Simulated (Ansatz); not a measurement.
# Ta (Im-3m): phonon-mediated transition temperature, part 2 of 2

Each step names its level of theory.

So far, log mean phonon energy ħω_log (meV): step 2 (resistivity: finite displacements) 11.9.

## Step 3: Electron–phonon run: r2SCAN at its own relaxed cell

The functional sets the lattice constant, the bands and the force constants.

This step: DFT r2SCAN, scalar-relativistic, plane waves, PAW (Ansatz 0.2.0).

Contents of input.yaml:

```yaml
crystal:
  lattice:
    - [-1.6516751883, 1.6516751883, 1.6516751883]
    - [1.6516751883, -1.6516751883, 1.6516751883]
    - [1.6516751883, 1.6516751883, -1.6516751883]
  atoms:
    - { symbol: Ta, position: [0.0, 0.0, 0.0] }
kpoints:
  mp_grid: { grid: [9, 9, 9] }
hamiltonian:
  xc: r2scan
scf:
  occupations: { method: methfessel_paxton, width: 0.2 }
output:
  eigenvalues: true
phonons:
  method: dfpt
  qmesh: [3, 3, 3]
  temperatures: { t_max: 1000, t_step: 50 }
  qpath:
    path:
      - [[0.0, 0.0, 0.0], [0.5, -0.5, 0.5], [0.0, 0.0, 0.5], [0.0, 0.0, 0.0], [0.25, 0.25, 0.25], [0.5, -0.5, 0.5]]
      - [[0.25, 0.25, 0.25], [0.0, 0.0, 0.5]]
    npoints: 10
  electrical_resistivity:
    mesh: [16, 16, 16]
    temperatures: [20.0, 50.0, 80.0, 100.0, 150.0, 200.0, 273.0, 300.0, 400.0, 500.0, 600.0, 800.0]
  superconductivity: { mesh: [16, 16, 16], eliashberg_equations: false }
```

Started as:

```console
ansatz run input.yaml --threads 4 --pin off --max-ram 10240MiB --backend cpu --events-out ev --progress --plain --runs-dir out
```

Numbers of over 12 decimals in the logs are rounded to 6 here.

Log:

```text
[...]
Crystal: 1 atoms, lattice volume = 18.023 Å³
Basis set: ecut = 500 eV, 459 PW (Γ), exchange–correlation on 120×120×120 points (125 copies of the dense FFT grid, shifted against one another)
Bands: 11, of which v1, the nominal top of the filled ones, is band 7 counted from 1 (6 counted from 0)
Symmetry: 48 space group operations
k-points: 75 of 729 (irreducible under 8 space group operations, time reversal used)
[...]
SCF iter   1: F=—  HF=-9944.283910 eV  |F-HF|=—  |Δ(HF+E_count)|=         —  Δρ=6.35e-3  dr2=2.05e-3  dr2_τ=1.58e-2  ethr=1.77e-3  ⟨swp⟩=5.0  Hψ=4712  notcnv=0
[...]
SCF iter   9: F=-9944.303338 eV  HF=-9944.303338 eV  |F-HF|=0.00e0  |Δ(HF+E_count)|=  1.27e-11  S|Δr|=    0.00e0  Δρ=5.78e-8  dr2=2.96e-13  dr2_τ=2.24e-14  ethr=1.00e-12  ⟨swp⟩=6.3  Hψ=3242  notcnv=0
SCF 1 converged in 9 iterations: F = -9944.303338 eV  dr2 = 2.96e-13
[...]
DFPT response loops at Γ: preconditioner auto → Kerker (q_TF=auto, 2.584 Å⁻¹) (partly filled bands, converged f_vac=0.000); β = 1.00, the filter's whole step (`scf.mixing.beta` (0.50) is not read by the response loops under this deck's `scf.mixing.preconditioner`; to damp them name `kerker` or `kerker_dos`, under which they read `scf.mixing.beta`, and type it under 1.00, their step now; both keys bind the ground state too); Broyden in place of MSR1
NSCF: frozen V_eff on 35 k-points
[...]
k-points: 35 of 729
SCF iter   1: F=—  HF=-9944.283935 eV  |F-HF|=—  |Δ(HF+E_count)|=         —  Δρ=6.35e-3  dr2=2.04e-3  dr2_τ=1.57e-2  ethr=1.77e-3  ⟨swp⟩=5.0  Hψ=2188  notcnv=0
[...]
SCF iter   9: F=-9944.303338 eV  HF=-9944.303338 eV  |F-HF|=1.82e-12  |Δ(HF+E_count)|=  9.09e-12  S|Δr|=    0.00e0  Δρ=5.52e-8  dr2=2.69e-13  dr2_τ=2.71e-14  ethr=1.00e-12  ⟨swp⟩=2.8  Hψ=799  notcnv=0
SCF 2 converged in 9 iterations: F = -9944.303338 eV  dr2 = 2.69e-13
[...]
SCF converged after 9 iterations
[...]
Free energy (F): -9944.303338 eV
[...]
Internal energy: -9944.293819 eV  (E = F + TS)
E sigma→0 (E₀):  -9944.300958 eV
Entropy (-TS):   -0.009519 eV (-9.519 meV/atom)
Fermi energy:    18.511611 eV
[...]
--- Band table (eV; the first three rows and the last of 75) ---
  k-point 0: bands = [... 3 lower, -15.7183, 10.1784, 19.3054, 19.3054, 19.3054, 22.7832, 22.7832, 33.7476]
  k-point 1: bands = [... 3 lower, -15.7192, 10.7375, 18.9460, 19.1573, 19.8599, 22.2893, 22.7864, 34.2054]
  k-point 2: bands = [... 3 lower, -15.7215, 12.1640, 18.1543, 18.5401, 21.4492, 22.0654, 22.8990, 34.3330]
  k-point 74: bands = [... 3 lower, -16.5436, 14.6813, 14.7354, 24.1947, 24.1947, 25.2747, 26.5885, 29.1117]
--- Phonons (Γ-DFPT): 1 representative perturbation + reference, on 75 of 729 k-points (Σ response iterations 8) ---
  k mesh reduced under 8 symmetry operations, with k and −k counted as one. Each operation leaves every solved perturbation unchanged. A smaller set is not considered because the functional reads the kinetic-energy density
  ASR residual: 6.048e-5 → 0.000e0 eV/Å²; symmetrization residual: 2.711e-20 eV/Å²
  ASR residual per site (eV/Å²): 6.05e-5
  Γ frequencies (cm⁻¹): 0.00 0.00 0.00
--- Phonons (arbitrary-q DFPT): 4 irreducible q on the 3×3×3 mesh ---
  q = [0.0000, 0.0000, 0.0000] (star 1, of the zone-centre solve; hermiticity 2.43e-16, symmetrization 7.84e-16): -0.00 -0.00 -0.00
  q = [0.0000, 0.0000, 0.3333] (star 12, 2 solved perturbations in 630 linear systems a pass and spin channel, the states on 405 of 729 k-point pairs; hermiticity 2.04e-14, symmetrization 6.08e-14): 72.69 110.21 115.20
  q = [0.0000, 0.3333, 0.3333] (star 8, 1 solved perturbation on 405 of 729 k-point pairs; hermiticity 6.97e-14, symmetrization 1.07e-13): 78.69 123.63 123.63
[...]
sum rule: each row above includes the acoustic sum rule's correction from the zone centre's row sums; it moved no ω² by more than (0.30 cm⁻¹)²
  mesh force constants: q→R imaginary residual 1.95e-16; ASR residual 6.048e-5 → 0.000e0 eV/Å²; symmetrization residual 1.776e-15 eV/Å²
  interpolated dispersion: 62 rows × 3 modes
[...]
--- Electrical resistivity: potentials and phonons of a 3×3×3 supercell ---
[...]
at the Fermi level of each mesh (of a tensor a third of its trace):
[...]
16×16×16                     0.6194              8.8183    1.0542    1.0171          12.015
          8×8×8                     0.6663              8.8985    1.1260    1.1003          12.008
          4×4×4                     0.4383              5.8146    0.7698    0.9033          13.060
  resistivity on the deck's mesh, µΩ·cm:
[...]
20.00     4.8196e-2              no     4.8196e-2     4.8196e-2     4.8196e-2       8.1144e-2         5.9950e-2
     50.00      1.0930e0              no      1.0930e0      1.0930e0      1.0930e0        1.3049e0          1.1511e0
     80.00      2.8717e0              no      2.8717e0      2.8717e0      2.8717e0        3.1073e0          3.0090e0
    100.00      4.0715e0              no      4.0715e0      4.0715e0      4.0715e0        4.3124e0          4.2651e0
    150.00      6.9238e0              no      6.9238e0      6.9238e0      6.9238e0        7.2191e0          7.2512e0
    200.00      9.6426e0              no      9.6426e0      9.6426e0      9.6426e0        1.0027e1          1.0097e1
    273.00      1.3511e1              no      1.3511e1      1.3511e1      1.3511e1        1.4050e1          1.4144e1
    300.00      1.4927e1              no      1.4927e1      1.4927e1      1.4927e1        1.5529e1          1.5626e1
    400.00      2.0142e1              no      2.0142e1      2.0142e1      2.0142e1        2.1000e1          2.1078e1
    500.00      2.5339e1              no      2.5339e1      2.5339e1      2.5339e1        2.6491e1          2.6509e1
    600.00      3.0537e1              no      3.0537e1      3.0537e1      3.0537e1        3.2021e1          3.1938e1
    800.00      4.0964e1              no      4.0964e1      4.0964e1      4.0964e1        4.3225e1          4.2818e1
[...]
vibrations of 27 cells: unjudged by the run; compare a larger repeat
[...]
--- Superconductivity: potentials and phonons of a 3×3×3 supercell ---
[...]
mesh         λ    ħω_log (meV)  μ* declared at (meV)
       16×16×16    1.0542          12.015               13.597
          8×8×8    1.1260          12.008               13.584
          4×4×4    0.7698          13.060               14.150
  λ by the species' shares of the modes' patterns: Ta 1.0542
[...]
0.08     11.449        12.293             -             -             -             -              -
      0.10     10.503        11.208             -             -             -             -              -
      0.12      9.572        10.160             -             -             -             -              -
      0.13      9.112         9.649             -             -             -             -              -
      0.14      8.658         9.147             -             -             -             -              -
      0.16      7.765         8.172             -             -             -             -              -
      0.20      6.064         6.338             -             -             -             -              -
[...]
vibrations of 27 cells: unjudged by the run; compare a larger repeat
[...]
```

The job ended after 87 s (4 threads of Intel Xeon Platinum 8488C (Sapphire Rapids), shared host; peak memory 2.7 GiB; 5.4 min of CPU time).

Numbers from this step:

```
volume per atom                                   : 18.02 Å³
zero point energy                                 : 0.01999 eV/cell
highest frequency, solved or plainly interpolated : 146.8 cm⁻¹
Debye temperature (second moment)                 : 205 K
resistivity at 300 K                              : 14.93 μΩ cm
coupling constant λ                               : 1.054
density of states at the Fermi level              : 0.6194 states/eV a spin and cell
log mean phonon energy ħω_log                     : 12.02 meV
transport coupling constant λ_tr                  : 1.017, 1.017, 1.017 (xx, yy, zz)
Drude plasma energy                               : 8.818, 8.818, 8.818 eV (xx, yy, zz)
resistivity times mean free path                  : 4.364, 4.364, 4.364 × 10⁻¹⁶ Ω m² (xx, yy, zz)
second-moment phonon energy ħω₂                   : 13.60 meV
coupling λ by branch                              : 0.447, 0.347, 0.26 (branches by rank of frequency)
```

Transition temperatures:

| μ* | McMillan Tc (K) | Allen–Dynes Tc (K) |
| --- | --- | --- |
| 0.08 | 11.4 | 12.3 |
| 0.1 | 10.5 | 11.2 |
| 0.12 | 9.57 | 10.2 |
| 0.13 | 9.11 | 9.65 |
| 0.14 | 8.66 | 9.15 |
| 0.16 | 7.77 | 8.17 |
| 0.2 | 6.06 | 6.34 |

## Step 4: Electron–phonon run: spin–orbit coupling

Spin–orbit coupling splits bands near the Fermi level of heavy elements; the run uses the base functional.

This step: DFT PBE, spin-orbit coupling, plane waves, PAW (Ansatz 0.2.0).

input.yaml, the sections that differ from step 3:

```yaml
crystal:
  lattice:
    - [-1.6578710215, 1.6578710215, 1.6578710215]
    - [1.6578710215, -1.6578710215, 1.6578710215]
    - [1.6578710215, 1.6578710215, -1.6578710215]
  atoms:
    - { symbol: Ta, position: [0.0, 0.0, 0.0] }
hamiltonian:
  xc: pbe
  pseudopotentials: { kind: paw_fr }
magnetization:
  noncollinear: true
  spin_orbit: true
# kpoints, scf, output, phonons: as in step 3
```

Log:

```text
[...]
non-collinear run that drives no moment, with spin-orbit: no starting moment large enough to seed its density (crystal.atoms[].spin), no starting occupations that ask for one, no magnetisation constraint and no magnetic field, so the semilocal B_xc is pinned to zero
Crystal: 1 atoms, lattice volume = 18.227 Å³
Basis set: ecut = 420 eV, 369 PW (Γ), exchange–correlation on 40×40×40 points (8 copies of the dense FFT grid, shifted against one another)
Bands: 22, of which v1, the nominal top of the filled ones, is band 13 counted from 1 (12 counted from 0)
Symmetry: 48 space group operations + 48 with time reversal
k-points: 35 of 729
Projection manifold: j_resolved (fully-relativistic pseudo-atomic orbitals)
[...]
SCF iter   1: F=—  HF=-9954.891215 eV  |F-HF|=—  |Δ(HF+E_count)|=         —  Δρ=4.28e-2  dr2=3.24e-1  dr2_m=0.00e0 (ungated)  ethr=3.10e-3  |M|=0.00e0 ∫|m|=0.00e0 μB  |m|>n=0.0e0 m-floor=0.0e0 τ_xc=0.0e0  β_m=0.30  ⟨swp⟩=5.9  Hψ=1945  notcnv=0
[...]
SCF iter   8: F=-9954.796416 eV  HF=-9954.796416 eV  |F-HF|=1.82e-12  |Δ(HF+E_count)|=    0.00e0  S|Δr|=    0.00e0  Δρ=7.78e-8  dr2=3.91e-13  dr2_m=0.00e0 (ungated)  ethr=1.00e-12  |M|=0.00e0 ∫|m|=0.00e0 μB  |m|>n=0.0e0 m-floor=0.0e0 τ_xc=0.0e0  ⟨swp⟩=10.1  Hψ=1841  notcnv=0
SCF 1 converged in 8 iterations: F = -9954.796416 eV  dr2 = 3.91e-13
[...]
DFPT response loops at q = (0, 0, 0) (fractional): preconditioner auto → Kerker (q_TF=auto, 2.579 Å⁻¹) (partly filled bands, converged f_vac=0.000); β = 1.00, the filter's whole step (`scf.mixing.beta` (0.30) is not read by the response loops under this deck's `scf.mixing.preconditioner`; to damp them name `kerker` or `kerker_dos`, under which they read `scf.mixing.beta`, and type it under 1.00, their step now; both keys bind the ground state too); Broyden in place of MSR1
[...]
Projection manifold: j_resolved (fully-relativistic pseudo-atomic orbitals)
SCF iter   1: F=—  HF=-9954.891215 eV  |F-HF|=—  |Δ(HF+E_count)|=         —  Δρ=4.28e-2  dr2=3.24e-1  dr2_m=0.00e0 (ungated)  ethr=3.10e-3  |M|=0.00e0 ∫|m|=0.00e0 μB  |m|>n=0.0e0 m-floor=0.0e0 τ_xc=0.0e0  β_m=0.30  ⟨swp⟩=5.9  Hψ=1945  notcnv=0
[...]
SCF iter   8: F=-9954.796416 eV  HF=-9954.796416 eV  |F-HF|=3.64e-12  |Δ(HF+E_count)|=    0.00e0  S|Δr|=    0.00e0  Δρ=7.72e-8  dr2=3.87e-13  dr2_m=0.00e0 (ungated)  ethr=1.00e-12  |M|=0.00e0 ∫|m|=0.00e0 μB  |m|>n=0.0e0 m-floor=0.0e0 τ_xc=0.0e0  ⟨swp⟩=2.7  Hψ=787  notcnv=0
SCF 2 converged in 8 iterations: F = -9954.796416 eV  dr2 = 3.87e-13
[...]
SCF converged after 8 iterations
[...]
Magnetization: |M| = 0.0000 μB,  M = (+0.0000, +0.0000, +0.0000) μB
Absolute magnetization: 0.0000 μB (∫|m|)
  site 0: m = (+0.0000, +0.0000, +0.0000) μB, |m| = 0.0000 μB  (R = 1.18 Å)
Free energy (F): -9954.796416 eV
[...]
Internal energy: -9954.786844 eV  (E = F + TS)
E sigma→0 (E₀):  -9954.794023 eV
Entropy (-TS):   -0.009571 eV (-9.571 meV/atom)
Fermi energy:    18.409033 eV
[...]
--- Band table (eV; the first three rows and the last of 35) ---
  k-point 0: bands = [... 9 lower, 10.5468, 18.9782, 18.9782, 18.9782, 18.9782, 19.4000, 19.4000, 22.4151, ... 5 higher]
  k-point 1: bands = [... 9 lower, 11.0752, 18.7351, 18.7351, 18.9607, 18.9607, 19.7206, 19.7206, 21.9534, ... 5 higher]
  k-point 2: bands = [... 9 lower, 12.4212, 18.0390, 18.0390, 18.4097, 18.4097, 21.1819, 21.1819, 21.7274, ... 5 higher]
  k-point 34: bands = [... 9 lower, 14.8030, 14.8566, 14.8566, 23.3442, 23.3442, 24.0785, 24.0785, 24.9502, ... 5 higher]
--- Phonons (Γ-DFPT): 1 representative perturbation + reference (Σ response iterations 4) ---
  ASR residual: 1.926e-5 → 0.000e0 eV/Å²; symmetrization residual: 6.442e-13 eV/Å²
  ASR residual per site (eV/Å²): 1.93e-5
  Γ frequencies (cm⁻¹): 0.00 0.00 0.00
--- Phonons (arbitrary-q DFPT): 4 irreducible q on the 3×3×3 mesh ---
[...]
interpolated dispersion: 62 rows × 3 modes
[...]
--- Electrical resistivity: potentials and phonons of a 3×3×3 supercell ---
[...]
at the Fermi level of each mesh (of a tensor a third of its trace):
[...]
16×16×16                     0.6789              8.5119    0.9681    0.9330          11.829
          8×8×8                     0.7130              8.2383    1.0194    1.0015          11.793
          4×4×4                     0.5137              5.3483    0.7231    0.8217          12.851
  resistivity on the deck's mesh, µΩ·cm:
[...]
20.00     5.1418e-2              no     5.1418e-2     5.1418e-2     5.1418e-2       8.4523e-2         6.2775e-2
     50.00      1.1161e0              no      1.1161e0      1.1161e0      1.1161e0        1.3143e0          1.1775e0
     80.00      2.8806e0              no      2.8806e0      2.8806e0      2.8806e0        3.0936e0          3.0314e0
    100.00      4.0651e0              no      4.0651e0      4.0651e0      4.0651e0        4.2800e0          4.2782e0
    150.00      6.8830e0              no      6.8830e0      6.8830e0      6.8830e0        7.1432e0          7.2430e0
    200.00      9.5751e0              no      9.5751e0      9.5751e0      9.5751e0        9.9146e0          1.0074e1
    273.00      1.3415e1              no      1.3415e1      1.3415e1      1.3415e1        1.3899e1          1.4109e1
    300.00      1.4823e1              no      1.4823e1      1.4823e1      1.4823e1        1.5367e1          1.5588e1
    400.00      2.0019e1              no      2.0019e1      2.0019e1      2.0019e1        2.0815e1          2.1044e1
    500.00      2.5213e1              no      2.5213e1      2.5213e1      2.5213e1        2.6310e1          2.6494e1
    600.00      3.0422e1              no      3.0422e1      3.0422e1      3.0422e1        3.1869e1          3.1954e1
    800.00      4.0898e1              no      4.0898e1      4.0898e1      4.0898e1        4.3184e1          4.2927e1
[...]
vibrations of 27 cells: unjudged by the run; compare a larger repeat
[...]
--- Superconductivity: potentials and phonons of a 3×3×3 supercell ---
  pairing by harmonic phonons, in the closed forms alone; spin fluctuations are left out
           mesh         λ    ħω_log (meV)  μ* declared at (meV)
       16×16×16    0.9681          11.829               13.385
          8×8×8    1.0194          11.793               13.350
          4×4×4    0.7231          12.851               13.961
  λ by the species' shares of the modes' patterns: Ta 0.9681
[...]
0.08     10.006        10.654             -             -             -             -              -
      0.10      9.086         9.621             -             -             -             -              -
      0.12      8.185         8.626             -             -             -             -              -
      0.13      7.742         8.143             -             -             -             -              -
      0.14      7.307         7.670             -             -             -             -              -
      0.16      6.457         6.754             -             -             -             -              -
      0.20      4.861         5.054             -             -             -             -              -
[...]
vibrations of 27 cells: unjudged by the run; compare a larger repeat
[...]
```

It took 1.9 min on 4 threads; peak memory 4.6 GiB; 6.9 min of CPU time.

This step gave:

| Item | Value |
| --- | --- |
| volume per atom | 18.23 Å³ |
| zero point energy | 0.01956 eV/cell |
| highest frequency, solved or plainly interpolated | 145.2 cm⁻¹ |
| Debye temperature (second moment) | 201 K |
| resistivity at 300 K | 14.82 μΩ cm |
| coupling constant λ | 0.9681 |
| density of states at the Fermi level | 0.6789 states/eV a spin and cell |
| log mean phonon energy ħω_log | 11.83 meV |
| transport coupling constant λ_tr | 0.933, 0.933, 0.933 (xx, yy, zz) |
| Drude plasma energy | 8.512, 8.512, 8.512 eV (xx, yy, zz) |
| resistivity times mean free path | 4.353, 4.353, 4.353 × 10⁻¹⁶ Ω m² (xx, yy, zz) |
| second-moment phonon energy ħω₂ | 13.38 meV |
| coupling λ by branch | 0.413, 0.309, 0.246 (branches by rank of frequency) |

Transition temperatures:

| μ* | McMillan Tc (K) | Allen–Dynes Tc (K) |
| --- | --- | --- |
| 0.08 | 10 | 10.7 |
| 0.1 | 9.09 | 9.62 |
| 0.12 | 8.18 | 8.63 |
| 0.13 | 7.74 | 8.14 |
| 0.14 | 7.31 | 7.67 |
| 0.16 | 6.46 | 6.75 |
| 0.2 | 4.86 | 5.05 |

The Eliashberg function α²F has structure finer than the step of the table below, so its rows give means over 1 meV, whole bins alone (the curve runs from 0.079 to 20.2 meV). Peaks (meV: height): α²F 11.3: 0.938, 17.2: 1.44, 17.7: 1.69; α²F tr 11.3: 0.955, 17.8: 1.53.

Eliashberg function α²F against phonon energy; means over each step:

| phonon energy (meV) | α²F | α²F tr |
| --- | --- | --- |
| 1 | 9.1e-4 | 1.4e-4 |
| 2 | 0.00480 | 9.6e-4 |
| 3 | 0.0144 | 0.00482 |
| 4 | 0.0325 | 0.0162 |
| 5 | 0.0520 | 0.0336 |
| 6 | 0.0945 | 0.0793 |
| 7 | 0.123 | 0.116 |
| 8 | 0.149 | 0.144 |
| 9 | 0.185 | 0.178 |
| 10 | 0.262 | 0.258 |
| 11 | 0.664 | 0.690 |
| 12 | 0.619 | 0.649 |
| 13 | 0.450 | 0.476 |
| 14 | 0.442 | 0.490 |
| 15 | 0.380 | 0.420 |
| 16 | 0.452 | 0.448 |
| 17 | 0.966 | 0.836 |
| 18 | 1.04 | 1.01 |
| 19 | 0.172 | 0.163 |

## Step 5: Summary of results

```
meshes                        : q 3×3×3, k 9×9×9, scattering 16×16×16
coupling constant λ           : 0.968
log mean phonon energy ħω_log : 11.8 meV
Allen–Dynes Tc at μ* = 0.1    : 9.62 K
Allen–Dynes Tc at μ* = 0.13   : 8.14 K
```

In words: In the last run (PBE, spin–orbit coupling, q 3×3×3, k 9×9×9, scattering 16×16×16), with λ = 0.97 and ħω_log = 11.8 meV, Tc at μ* = 0.13 is 7.7 K by McMillan's formula and 8.1 K by Allen and Dynes's. Raising μ* from 0.10 to 0.16 lowers the Allen–Dynes value from 9.6 to 6.8 K. By the run's own test λ is not converged in the fine mesh: it moves by 5 % between the two finest. The run's transport test calls it not converged in the mesh; ρ(300 K) moves by 13 % in the component that moves most. λ of these runs moves by 5 to 7 % between their two finest meshes, and Tc by more, so small gaps between the runs or to the measured value rank nothing. These meshes are coarse. Over the runs, λ takes the values 0.976, 1.05 and 0.968, in the order shown. μ* is a typed number, phonons are harmonic, and spin fluctuations are left out; at μ* = 0.13 McMillan's formula turns 1 % in λ into about 1.8 % in Tc.

Calculation against experiment:

| quantity | measured | Allen–Dynes, PBE, q 3×3×3, fine 16×16×16, displacements | Allen–Dynes, r2SCAN, q 3×3×3, fine 16×16×16 | Allen–Dynes, PBE SOC, q 3×3×3, fine 16×16×16 |
| --- | --- | --- | --- | --- |
| superconducting transition temperature (μ* = 0.13) (kelvin) | 4.5 | 8.32 (+84.9 %) | 9.65 (+114.4 %) | 8.14 (+80.9 %) |

Measured values from arxiv:1309.5331 (2013).

How well it matches: For the superconducting transition temperature, of the levels listed nearest comes Allen–Dynes, PBE SOC, q 3×3×3, fine 16×16×16 (+80.9 %, a clear miss) and farthest Allen–Dynes, r2SCAN, q 3×3×3, fine 16×16×16 (+114.4 %, a clear miss). Limits of convergence are named above.

[Logs are printed without paths, hosts, clocks, repeated set-up lines and the standing remarks that a program may print on its own settings, such as how far it seeks lower states.]

[Hosts, paths, dates, database ids (printed as entryN), source tags and the programs' standing remarks are cut or masked in the printed files.]
